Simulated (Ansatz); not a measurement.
# Na on Cu(100): change of the work function, part 3 of 4

Aim: the work function of Cu(100) at several coverages of Na (bridge site), and the dipole that each adsorbate carries.

Ansatz 0.2.0; plane-wave DFT, PBE, Ansatz PAW (the session's first sound run).

So far, work function, upper face (eV): step 2 (the clean slab) 4.57; step 3 (17 atoms, coverage 0.25 ML, cell 2x2) 2.00.

### 4. Adsorbate added, coverage 0.5 ML

System of this step: Na/Cu(100). The cell holds 18 atoms: 16 Cu and 2 Na. Cell: a = 5.105 Å, b = 5.105 Å, c = 26.275 Å, α = 90.0°, β = 90.0°, γ = 90.0°. Vacuum lies along c.

Another coverage, to see how the dipoles act on each other as their distance changes.

Input file input.yaml:

```yaml
crystal:
  lattice:
    - [5.1053109602, 0.0, 0.0]
    - [0.0, 5.1053109602, 0.0]
    - [0.0, 0.0, 26.2748258491]
  atoms:
    - { symbol: Cu, position: [0.25, 0.25, 0.3425331932] }
    - { symbol: Cu, position: [0.0, 0.0, 0.4112301281] }
    - { symbol: Cu, position: [0.25, 0.25, 0.4811194562] }
    - { symbol: Cu, position: [0.0, 0.0, 0.5487370128] }
    - { symbol: Cu, position: [0.25, 0.75, 0.3425331932] }
    - { symbol: Cu, position: [0.0, 0.5, 0.4112301281] }
    - { symbol: Cu, position: [0.25, 0.75, 0.4811194562] }
    - { symbol: Cu, position: [0.0, 0.5, 0.5487370128] }
    - { symbol: Cu, position: [0.75, 0.25, 0.3425331932] }
    - { symbol: Cu, position: [0.5, 0.0, 0.4112301281] }
    - { symbol: Cu, position: [0.75, 0.25, 0.4811194562] }
    - { symbol: Cu, position: [0.5, 0.0, 0.5487370128] }
    - { symbol: Cu, position: [0.75, 0.75, 0.3425331932] }
    - { symbol: Cu, position: [0.5, 0.5, 0.4112301281] }
    - { symbol: Cu, position: [0.75, 0.75, 0.4811194562] }
    - { symbol: Cu, position: [0.5, 0.5, 0.5487370128] }
    - { symbol: Na, position: [0.25, 0.0, 0.6574668068] }
    - { symbol: Na, position: [0.75, 0.5, 0.6574668068] }
kpoints:
  mp_grid: { grid: [6, 6, 1] }
hamiltonian:
  xc: pbe
scf:
  occupations: { method: fermi_dirac, width: 0.1 }
  convergence: { dr2_threshold: 1.0e-08 }
efield:
  axis: 3
  dipole_correction: true
  ramp_position: 0.97
  ramp_width: 0.06
relax:
  f_tol: 0.02
  max_steps: 60
  constraints: [{ sites: [0, 1, 4, 5, 8, 9, 12, 13] }]
output:
  bader: true
  dos: { projected: true, e_range: [-8, 4] }
  write_potential: true
  write_density: true
  volumetric_format: npy
```

On the command line:

```bash
$ ansatz run input.yaml --threads 4 --pin off --max-ram 12288MiB --backend cpu --events-out ev --progress --plain --runs-dir out
```

Numbers of over 12 decimals in the logs are rounded to 6 here.

Log:

```text
[...]
Crystal: 18 atoms, lattice volume = 684.832 Å³
Basis set: ecut = 420 eV, 13383 PW (Γ), exchange–correlation on 72×72×360 points (8 copies of the dense FFT grid, shifted against one another)
Bands: 194, of which v1, the nominal top of the filled ones, is band 161 counted from 1 (160 counted from 0)
Symmetry: 8 space group operations
[...]
k-points: 16 of 36
[...]
SCF iter   1: F=—  HF=-108971.565912 eV  |F-HF|=—  |Δ(HF+E_count)|=         —  Δρ=3.19e-3  dr2=2.37e0  ethr=1.77e-3  p=0.130 e·Å  D=3.44e-2 V/Å  ΔV_dip=-0.90 eV  dr2_dipole=1.49e0  V_vac-E_F(+/−)=3.42/4.33 eV  ⟨swp⟩=6.7  Hψ=12428  notcnv=0  defer=173
[...]
SCF iter  14: F=-108971.486856 eV  HF=-108971.486856 eV  |F-HF|=7.61e-9  |Δ(HF+E_count)|=   3.00e-9  Δρ=1.13e-6  dr2=5.90e-9  ethr=3.11e-12  p=0.230 e·Å  D=6.07e-2 V/Å  ΔV_dip=-1.59 eV  dr2_dipole=2.87e-11  V_vac-E_F(+/−)=2.94/4.54 eV  ⟨swp⟩=15.2  Hψ=24394  notcnv=0
SCF 1 converged in 14 iterations: F = -108971.486856 eV  dr2 = 5.90e-9
[...]
relax step   1: F+E_penalty+E_count = -108971.48685587 eV  Δ(F+E_penalty+E_count) = +0.000e0 eV  max|allowed force component| = 3.407e-1 eV/Å  Δτ_max = 0.0000 Å  (14 SCF iters, accepted)
[...]
SCF iter  11: F=-108971.551828 eV  HF=-108971.551828 eV  |F-HF|=8.70e-9  |Δ(HF+E_count)|=   1.69e-8  Δρ=1.03e-6  dr2=8.01e-9  ethr=3.11e-12  p=0.236 e·Å  D=6.23e-2 V/Å  ΔV_dip=-1.64 eV  dr2_dipole=1.66e-9  V_vac-E_F(+/−)=2.89/4.53 eV  ⟨swp⟩=13.6  Hψ=20928  notcnv=0
SCF 2 converged in 11 iterations: F = -108971.551828 eV  dr2 = 8.01e-9
[...]
relax step   2: F+E_penalty+E_count = -108971.55182814 eV  Δ(F+E_penalty+E_count) = -6.497e-2 eV  max|allowed force component| = 2.788e-1 eV/Å  Δτ_max = 0.0962 Å  (11 SCF iters, accepted)
SCF iter   1: F=—  HF=-108971.616306 eV  |F-HF|=—  |Δ(HF+E_count)|=         —  Δρ=1.64e-3  dr2=4.14e-2  ethr=9.23e-5  p=0.236 e·Å  D=6.23e-2 V/Å  ΔV_dip=-1.64 eV  dr2_dipole=8.08e-3  V_vac-E_F(+/−)=2.90/4.53 eV  ⟨swp⟩=4.8  Hψ=6904  notcnv=0  defer=263
[...]
SCF iter  12: F=-108971.610079 eV  HF=-108971.610079 eV  |F-HF|=1.12e-9  |Δ(HF+E_count)|=   4.08e-8  Δρ=5.95e-7  dr2=2.25e-9  ethr=3.11e-12  p=0.246 e·Å  D=6.49e-2 V/Å  ΔV_dip=-1.71 eV  dr2_dipole=1.04e-10  V_vac-E_F(+/−)=2.82/4.53 eV  ⟨swp⟩=7.2  Hψ=19566  notcnv=0
SCF 3 converged in 12 iterations: F = -108971.610079 eV  dr2 = 2.25e-9
relax step   3: F+E_penalty+E_count = -108971.61007943 eV  Δ(F+E_penalty+E_count) = -5.825e-2 eV  max|allowed force component| = 1.623e-1 eV/Å  Δτ_max = 0.1107 Å  (12 SCF iters, accepted)
[...]
relax step   4: F+E_penalty+E_count = -108971.62575054 eV  Δ(F+E_penalty+E_count) = -1.567e-2 eV  max|allowed force component| = 9.130e-2 eV/Å  Δτ_max = 0.1768 Å  (12 SCF iters, accepted)
SCF iter   1: F=—  HF=-108971.631714 eV  |F-HF|=—  |Δ(HF+E_count)|=         —  Δρ=5.88e-4  dr2=1.10e-2  ethr=3.44e-5  p=0.259 e·Å  D=6.85e-2 V/Å  ΔV_dip=-1.80 eV  dr2_dipole=4.65e-4  V_vac-E_F(+/−)=2.72/4.52 eV  ⟨swp⟩=4.0  Hψ=6282  notcnv=0  defer=252
[...]
SCF iter  11: F=-108971.630249 eV  HF=-108971.630249 eV  |F-HF|=2.87e-8  |Δ(HF+E_count)|=   1.82e-8  Δρ=1.30e-6  dr2=9.68e-9  ethr=3.11e-12  p=0.254 e·Å  D=6.71e-2 V/Å  ΔV_dip=-1.76 eV  dr2_dipole=5.87e-10  V_vac-E_F(+/−)=2.76/4.52 eV  ⟨swp⟩=13.4  Hψ=20894  notcnv=0
SCF 5 converged in 11 iterations: F = -108971.630249 eV  dr2 = 9.68e-9
relax step   5: F+E_penalty+E_count = -108971.63024905 eV  Δ(F+E_penalty+E_count) = -4.499e-3 eV  max|allowed force component| = 1.730e-2 eV/Å  Δτ_max = 0.0653 Å  (11 SCF iters, accepted)
[...]
SCF converged after 11 iterations
Free energy (F): -108971.630249 eV
[...]
Internal energy: -108971.379529 eV  (E = F + TS)
E sigma→0 (E₀):  -108971.504889 eV
Entropy (-TS):   -0.250720 eV (-13.929 meV/atom)
Fermi energy:    2.602561 eV
Dipole field:    D = 0.067159 V/Å  (p = 0.254172 e·Å, saw-weighted, corrected)
Work function:   Φ+ = 2.7555 eV   Φ− = 4.5201 eV
[...]
--- Forces (eV/Å), atoms counted from 1 ---
  atom   1  Cu     0.00000000     0.00101914     0.11868330
  atom   2  Cu    -0.00997420    -0.00000000    -0.12421314
  atom   3  Cu     0.00000000    -0.00222031     0.01729841
  atom   4  Cu     0.00039818     0.00000000    -0.00419805
  atom   5  Cu    -0.00000000    -0.00101914     0.11868330
  atom   6  Cu     0.00997420     0.00000000    -0.12421314
  atom   7  Cu     0.00000000     0.00222031     0.01729841
  atom   8  Cu    -0.00039818     0.00000000    -0.00419805
  atom   9  Cu    -0.00000000    -0.00101914     0.11868330
  atom  10  Cu     0.00997420     0.00000000    -0.12421314
  atom  11  Cu     0.00000000     0.00222031     0.01729841
  atom  12  Cu    -0.00039818     0.00000000    -0.00419805
  atom  13  Cu     0.00000000     0.00101914     0.11868330
  atom  14  Cu    -0.00997420    -0.00000000    -0.12421314
  atom  15  Cu     0.00000000    -0.00222031     0.01729841
  atom  16  Cu     0.00039818     0.00000000    -0.00419805
  atom  17  Na    -0.00000000    -0.00000000    -0.01516603
  atom  18  Na    -0.00000000     0.00000000    -0.01516603
  max |Σ_I F_I| component: 5.00e-5 eV/Å
--- Band table (eV; the first three rows and the last of 16) ---
  k-point 0: bands = [... 157 lower, 2.1933, 2.2083, 2.2280, 2.3947, 2.4023, 2.4024, 2.5605, 2.5605, ... 29 higher]
  k-point 1: bands = [... 157 lower, 1.4073, 2.4263, 2.4810, 2.5287, 2.6200, 2.6218, 2.8252, 3.8058, ... 29 higher]
  k-point 2: bands = [... 157 lower, 1.8262, 1.9477, 2.8095, 2.8152, 3.1787, 3.3972, 3.5681, 3.6453, ... 29 higher]
  k-point 15: bands = [... 157 lower, 1.3405, 1.3565, 1.3565, 2.5778, 2.5778, 2.6078, 2.6078, 4.0302, ... 29 higher]
--- Relaxed structure (5 steps of the walk, 5 accepted, 0 SCFs on fresh bases) ---
  F+E_penalty+E_count = -108971.63024905 eV   max|allowed force component| = 1.730e-2 eV/Å
  atoms:
    - { symbol: Cu, position: [0.25, 0.25, 0.3425331932] }
    - { symbol: Cu, position: [0.0, 0.0, 0.4112301281] }
    - { symbol: Cu, position: [0.25, 0.249262, 0.480827] }
    - { symbol: Cu, position: [-0.00341749, 0, 0.549396] }
    - { symbol: Cu, position: [0.25, 0.750000, 0.3425331932] }
    - { symbol: Cu, position: [0.0, 0.5, 0.4112301281] }
    - { symbol: Cu, position: [0.25, 0.750738, 0.480827] }
    - { symbol: Cu, position: [0.00341749, 0.5, 0.549396] }
    - { symbol: Cu, position: [0.750000, 0.25, 0.3425331932] }
    - { symbol: Cu, position: [0.5, 0.0, 0.4112301281] }
    - { symbol: Cu, position: [0.750000, 0.250738, 0.480827] }
    - { symbol: Cu, position: [0.503417, 0, 0.549396] }
    - { symbol: Cu, position: [0.750000, 0.750000, 0.3425331932] }
    - { symbol: Cu, position: [0.5, 0.5, 0.4112301281] }
    - { symbol: Cu, position: [0.750000, 0.749262, 0.480827] }
    - { symbol: Cu, position: [0.496583, 0.5, 0.549396] }
    - { symbol: Na, position: [0.25, 0, 0.645351] }
    - { symbol: Na, position: [0.750000, 0.5, 0.645351] }
--- Bader charges: 18 sites ---
  site symbol  charge [e]  shift [e]
     0     Cu     -0.0202     0.0002
     1     Cu      0.0194     0.0002
     2     Cu      0.0095     0.0001
     3     Cu     -0.2596     0.0001
     4     Cu     -0.0202     0.0002
     5     Cu      0.0194     0.0002
     6     Cu      0.0095     0.0001
     7     Cu     -0.2595     0.0001
     8     Cu     -0.0202     0.0002
     9     Cu      0.0194     0.0002
    10     Cu      0.0095     0.0001
    11     Cu     -0.2595     0.0001
    12     Cu     -0.0202     0.0002
    13     Cu      0.0194     0.0002
    14     Cu      0.0095     0.0001
    15     Cu     -0.2596     0.0001
    16     Na      0.5018     0.0000
    17     Na      0.5018     0.0000
  estimated error of the sums over rays = 2.6e-4 e
```

It took 8.6 min on 4 threads of Arm Neoverse V1, shared host; peak memory 3.8 GiB.

The steps of the relaxation:

| step | energy less that of the first step (eV) | largest force component (eV/Å) |
| --- | --- | --- |
| 1 | 0.0000 | 0.3407 |
| 2 | -0.0650 | 0.2788 |
| 3 | -0.1232 | 0.1623 |
| 4 | -0.1389 | 0.0913 |
| 5 | -0.1434 | 0.0173 |

Forces are held to the 8 operations that the run works with; a distortion that breaks them can't arise in this run.

The atoms that moved most (Å):

| atom | dx | dy | dz | length |
| --- | --- | --- | --- | --- |
| Na18 | 0.000 | 0.000 | -0.318 | 0.318 |
| Na17 | 0.000 | 0.000 | -0.318 | 0.318 |
| Cu16 | -0.017 | 0.000 | 0.017 | 0.025 |
| Cu4 | -0.017 | 0.000 | 0.017 | 0.025 |
| Cu8 | 0.017 | 0.000 | 0.017 | 0.025 |
| Cu12 | 0.017 | 0.000 | 0.017 | 0.025 |
| Cu7 | 0.000 | 0.004 | -0.008 | 0.009 |
| Cu15 | 0.000 | -0.004 | -0.008 | 0.009 |

This step gave:

| Item | Value |
| --- | --- |
| energy at zero smearing | -108971.5049 eV |
| work function, upper face | 2.755 eV |
| work function, lower face | 4.520 eV |
| dipole along the normal | 0.2542 e·Å |
| step between the vacuum levels | -1.765 eV |

Running mean over 1.805 Å of the planar mean; the ramp of the sawtooth is left out. Electron's electrostatic potential energy less the Fermi level against z:

| z (Å) | electron's electrostatic potential energy less the Fermi level (eV) |
| --- | --- |
| 3.5 | 4.52 |
| 4.0 | 4.52 |
| 4.5 | 4.52 |
| 5.0 | 4.52 |
| 5.5 | 4.51 |
| 6.0 | 4.48 |
| 6.5 | 4.39 |
| 7.0 | 4.05 |
| 7.5 | 2.64 |
| 8.0 | -1.48 |
| 8.5 | -6.21 |
| 9.0 | -8.32 |
| 9.5 | -8.65 |
| 10.0 | -8.74 |
| 10.5 | -8.80 |
| 11.0 | -8.77 |
| 11.5 | -8.62 |
| 12.0 | -8.63 |
| 12.5 | -8.78 |
| 13.0 | -8.82 |
| 13.5 | -8.78 |
| 14.0 | -8.68 |
| 14.5 | -8.26 |
| 15.0 | -5.97 |
| 15.5 | -1.91 |
| 16.0 | -0.259 |
| 16.5 | -1.57 |
| 17.0 | -2.30 |
| 17.5 | -1.92 |
| 18.0 | -0.0340 |
| 18.5 | 1.49 |
| 19.0 | 2.15 |
| 19.5 | 2.47 |
| 20.0 | 2.63 |
| 20.5 | 2.70 |
| 21.0 | 2.73 |
| 21.5 | 2.75 |
| 22.0 | 2.75 |
| 22.5 | 2.75 |
| 23.0 | 2.76 |

The density of states has structure finer than the step of the table below, so its rows give means over 0.25 eV, whole bins alone (the curve runs from -8 to 1.98 eV). Peaks (eV: height): -2.830: 122, -2.410: 102, -2.320: 79.5, -2.110: 80.6, -1.950: 75.3, -1.740: 93.5, -1.530: 81.3.

Table of density of states by energy, zero at the Fermi level; means over each step:

```csv
energy (eV),density of states (states/eV a cell)
-7.75,1.11
-7.50,1.18
-7.25,1.45
-7.00,2.57
-6.75,2.85
-6.50,2.05
-6.25,2.51
-6.00,2.97
-5.75,3.85
-5.50,3.68
-5.25,5.36
-5.00,6.69
-4.75,12.1
-4.50,18.0
-4.25,24.7
-4.00,37.6
-3.75,26.5
-3.50,35.8
-3.25,40.3
-3.00,49.7
-2.75,73.0
-2.50,50.2
-2.25,64.3
-2.00,66.0
-1.75,79.0
-1.50,45.1
-1.25,12.2
-1.00,7.18
-0.75,5.88
-0.50,5.71
-0.25,6.37
0.00,8.65
0.25,6.56
0.50,6.53
0.75,5.26
1.00,3.63
1.25,10.0
1.50,4.65
1.75,3.52
```

Projected DOS per atom over height of the atomic layer and energy from the Fermi level. Layers: Cu4 Cu4 Cu4 Cu4 Na2 from below.

Ten even steps from '_' (0.00 states/eV) to '@' (5.73 states/eV), each cell a mean:
```
__________
__________
__________
__________
__________
__________
__________
++------__
@@****%%__
%%++++%%__
++++++##__
--++====__
::------__
..====..__
__::::..__
____..____
__________
__________
__________
__________
__________
__________
```
Columns: height of the atomic layer (Å) from 9 to 17.0 (not evenly spaced); rows upwards: energy from the Fermi level (eV) from -7.96 to 1.95.

The relaxation took 5 steps and lowered the energy by 0.14 eV; the largest force on the free atoms ends at 0.017 eV/Å.

The covered face has 2.76 eV, -1.82 eV against the clean one; the bare back face has moved by -0.06 eV, a measure of how thin the slab is.

### 5. Work function against coverage

This step: plane-wave DFT, PBE, Ansatz PAW; work function against coverage (Ansatz 0.2.0).

The runs are now put side by side.

Numbers from this step:

* work function of the clean face: 4.571 eV
* largest change of the work function: -2.574 eV

The work function of the covered face by coverage:

| coverage (adsorbates/nm²) | work function of the covered face (eV) |
| --- | --- |
| 0.00 | 4.57 |
| 3.84 | 2.00 |
| 7.67 | 2.76 |

The dipole per adsorbate comes from the change of the cell's dipole. Coverage, by row:

```csv
coverage (1/nm²),coverage (ML),work function (eV),change (eV),"dipole per adsorbate, positive end outwards (debye)",mean height of the added atoms over the highest substrate atom (Å)
3.837,0.25,1.997,-2.574,1.745,2.324
7.673,0.5,2.755,-1.815,0.607,2.521
```

### 6. The 0.25 ML cell at another level of theory, cutoff 420 eV, functional PBEsol

This step: plane-wave DFT, PBEsol, Ansatz PAW (Ansatz 0.2.0).

System of this step: Na/Cu(100). The cell holds 17 atoms: 16 Cu and 1 Na. Its edges and angles: a = 5.105 Å, b = 5.105 Å, c = 26.275 Å, α = 90.0°, β = 90.0°, γ = 90.0°. Vacuum lies along c.

The geometry is kept and the functional is PBEsol.

Input file input.yaml:

```yaml
crystal:
  lattice:
    - [5.1053109602, 0.0, 0.0]
    - [0.0, 5.1053109602, 0.0]
    - [0.0, 0.0, 26.2748258491]
  atoms:
    - { symbol: Cu, position: [0.25, 0.25, 0.3425331932] }
    - { symbol: Cu, position: [0.0, 0.0, 0.4112301281] }
    - { symbol: Cu, position: [0.25, 0.2524783372, 0.4810386684] }
    - { symbol: Cu, position: [-0.0033812729, 0.0, 0.5473603708] }
    - { symbol: Cu, position: [0.25, 0.75, 0.3425331932] }
    - { symbol: Cu, position: [0.0, 0.5, 0.4112301281] }
    - { symbol: Cu, position: [0.25, 0.7475216628, 0.4810386684] }
    - { symbol: Cu, position: [0.0009908554, 0.5, 0.5514956977] }
    - { symbol: Cu, position: [0.75, 0.25, 0.3425331932] }
    - { symbol: Cu, position: [0.5, 0.0, 0.4112301281] }
    - { symbol: Cu, position: [0.75, 0.2534317852, 0.4809630394] }
    - { symbol: Cu, position: [0.5033812729, 0.0, 0.5473603708] }
    - { symbol: Cu, position: [0.75, 0.75, 0.3425331932] }
    - { symbol: Cu, position: [0.5, 0.5, 0.4112301281] }
    - { symbol: Cu, position: [0.75, 0.7465682148, 0.4809630394] }
    - { symbol: Cu, position: [0.4990091446, 0.5, 0.5514956977] }
    - { symbol: Na, position: [0.25, 0.0, 0.639931603] }
kpoints:
  mp_grid: { grid: [6, 6, 1] }
hamiltonian:
  xc: pbesol
scf:
  occupations: { method: fermi_dirac, width: 0.1 }
  convergence: { dr2_threshold: 1.0e-08 }
efield:
  axis: 3
  dipole_correction: true
  ramp_position: 0.97
  ramp_width: 0.06
output:
  write_potential: true
  write_density: true
  volumetric_format: npy
```

Log:

```text
[...]
Crystal: 17 atoms, lattice volume = 684.832 Å³
Basis set: ecut = 420 eV, 13383 PW (Γ)
Bands: 188, of which v1, the nominal top of the filled ones, is band 157 counted from 1 (156 counted from 0)
Symmetry: 4 space group operations
[...]
k-points: 16 of 36
[...]
SCF iter   1: F=—  HF=-106890.753104 eV  |F-HF|=—  |Δ(HF+E_count)|=         —  Δρ=1.13e-2  dr2=6.83e-1  ethr=1.77e-3  p=0.375 e·Å  D=9.90e-2 V/Å  ΔV_dip=-2.60 eV  dr2_dipole=5.07e-2  V_vac-E_F(+/−)=2.00/4.60 eV  ⟨swp⟩=7.6  Hψ=12230  notcnv=0  defer=165
[...]
SCF iter  14: F=-106890.656882 eV  HF=-106890.656882 eV  |F-HF|=1.07e-8  |Δ(HF+E_count)|=   1.36e-8  Δρ=1.05e-6  dr2=5.83e-9  ethr=3.19e-12  p=0.386 e·Å  D=1.02e-1 V/Å  ΔV_dip=-2.68 eV  dr2_dipole=1.99e-10  V_vac-E_F(+/−)=1.97/4.65 eV  ⟨swp⟩=16.2  Hψ=12732  notcnv=0
SCF 1 converged in 14 iterations: F = -106890.656882 eV  dr2 = 5.83e-9
[...]
SCF converged after 14 iterations
Free energy (F): -106890.656882 eV
[...]
Internal energy: -106890.447832 eV  (E = F + TS)
E sigma→0 (E₀):  -106890.552357 eV
Entropy (-TS):   -0.209050 eV (-12.297 meV/atom)
Fermi energy:    2.474390 eV
Dipole field:    D = 0.101874 V/Å  (p = 0.385556 e·Å, saw-weighted, corrected)
Work function:   Φ+ = 1.9714 eV   Φ− = 4.6481 eV
[...]
--- Band table (eV; the first three rows and the last of 16) ---
  k-point 0: bands = [... 153 lower, 2.0904, 2.1168, 2.1206, 2.3184, 2.3277, 2.4301, 2.4301, 2.7466, ... 27 higher]
  k-point 1: bands = [... 153 lower, 1.6657, 2.3196, 2.3573, 2.5108, 2.5669, 2.6914, 2.9776, 3.7498, ... 27 higher]
  k-point 2: bands = [... 153 lower, 1.8251, 2.3012, 2.6962, 2.7041, 3.3308, 3.4372, 3.5215, 3.8146, ... 27 higher]
  k-point 15: bands = [... 153 lower, 1.2803, 1.2831, 1.2916, 2.5512, 2.5968, 2.6040, 2.6664, 4.3805, ... 27 higher]
```

Wall time 2.2 min (4 threads); peak memory 3.7 GiB; 8.7 min of CPU time.

The column dr2 measures how far the density is from self-consistency, as an energy; F and HF (Harris–Foulkes) agree once it is small.

This step gave:

* energy at zero smearing: -106890.5524 eV
* work function, upper face: 1.971 eV
* work function, lower face: 4.648 eV
* dipole along the normal: 0.3856 e·Å
* step between the vacuum levels: -2.677 eV

The work function comes to 1.97 eV, -0.03 eV from the first level.

### 7. The 0.25 ML cell at another level of theory, cutoff 420 eV, functional RPBE

This step: plane-wave DFT, RPBE, Ansatz PAW (Ansatz 0.2.0).

The geometry is kept and the functional is RPBE.

Changes to input.yaml since step 6:

```diff
@@ -26,3 +26,3 @@
 hamiltonian:
-  xc: pbesol
+  xc: rpbe
 scf:
```

Log:

```text
[...]
Crystal: 17 atoms, lattice volume = 684.832 Å³
Basis set: ecut = 420 eV, 13383 PW (Γ)
Bands: 188, of which v1, the nominal top of the filled ones, is band 157 counted from 1 (156 counted from 0)
Symmetry: 4 space group operations
[...]
k-points: 16 of 36
[...]
SCF iter   1: F=—  HF=-107571.184686 eV  |F-HF|=—  |Δ(HF+E_count)|=         —  Δρ=5.31e-3  dr2=3.46e-1  ethr=1.77e-3  p=0.375 e·Å  D=9.90e-2 V/Å  ΔV_dip=-2.60 eV  dr2_dipole=1.07e-1  V_vac-E_F(+/−)=1.79/4.39 eV  ⟨swp⟩=7.3  Hψ=12306  notcnv=0  defer=146
[...]
SCF iter  14: F=-107571.180071 eV  HF=-107571.180071 eV  |F-HF|=4.61e-9  |Δ(HF+E_count)|=   2.31e-8  Δρ=3.73e-7  dr2=1.31e-9  ethr=3.19e-12  p=0.350 e·Å  D=9.24e-2 V/Å  ΔV_dip=-2.43 eV  dr2_dipole=3.35e-10  V_vac-E_F(+/−)=1.93/4.36 eV  ⟨swp⟩=4.9  Hψ=7610  notcnv=0
SCF 1 converged in 14 iterations: F = -107571.180071 eV  dr2 = 1.31e-9
[...]
SCF converged after 14 iterations
Free energy (F): -107571.180071 eV
[...]
Internal energy: -107570.971516 eV  (E = F + TS)
E sigma→0 (E₀):  -107571.075793 eV
Entropy (-TS):   -0.208555 eV (-12.268 meV/atom)
Fermi energy:    2.696228 eV
Dipole field:    D = 0.092451 V/Å  (p = 0.349891 e·Å, saw-weighted, corrected)
Work function:   Φ+ = 1.9261 eV   Φ− = 4.3553 eV
[...]
--- Band table (eV; the first three rows and the last of 16) ---
  k-point 0: bands = [... 153 lower, 2.3117, 2.3379, 2.3418, 2.5392, 2.5504, 2.6526, 2.6526, 2.9455, ... 27 higher]
  k-point 1: bands = [... 153 lower, 1.8821, 2.5385, 2.5743, 2.7388, 2.7946, 2.9162, 3.1706, 3.9730, ... 27 higher]
  k-point 2: bands = [... 153 lower, 2.0464, 2.5156, 2.9186, 2.9261, 3.5592, 3.6638, 3.7008, 4.0533, ... 27 higher]
  k-point 15: bands = [... 153 lower, 1.4914, 1.4932, 1.5027, 2.7706, 2.8206, 2.8258, 2.8930, 4.5253, ... 27 higher]
```

The job ended after 2.3 min (4 threads; peak memory 3.7 GiB).

Numbers from this step:

| Quantity | Value |
| --- | --- |
| energy at zero smearing | -107571.0758 eV |
| work function, upper face | 1.926 eV |
| work function, lower face | 4.355 eV |
| dipole along the normal | 0.3499 e·Å |
| step between the vacuum levels | -2.429 eV |

The work function comes to 1.93 eV, -0.07 eV from the first level.

(Part 3 of 4 ends here.)

[Logs are printed without paths, hosts, clocks, repeated set-up lines and the standing remarks that a program may print on its own settings, such as how far it seeks lower states.]

[Hosts, paths, dates, database ids (printed as entryN), source tags and the programs' standing remarks are cut or masked in the printed files.]

[Maps of the electrostatic potential energy from Ansatz leave out the sawtooth potential of an applied field or a dipole correction, so their vacuum need not be flat; planar profiles and work functions include it.]

[The density of states shown here was stored with 400 of the rows of the run's finer table, so its peaks can read low, often by over a quarter, or be missed, and its means over a window can be off by a tenth or more.]
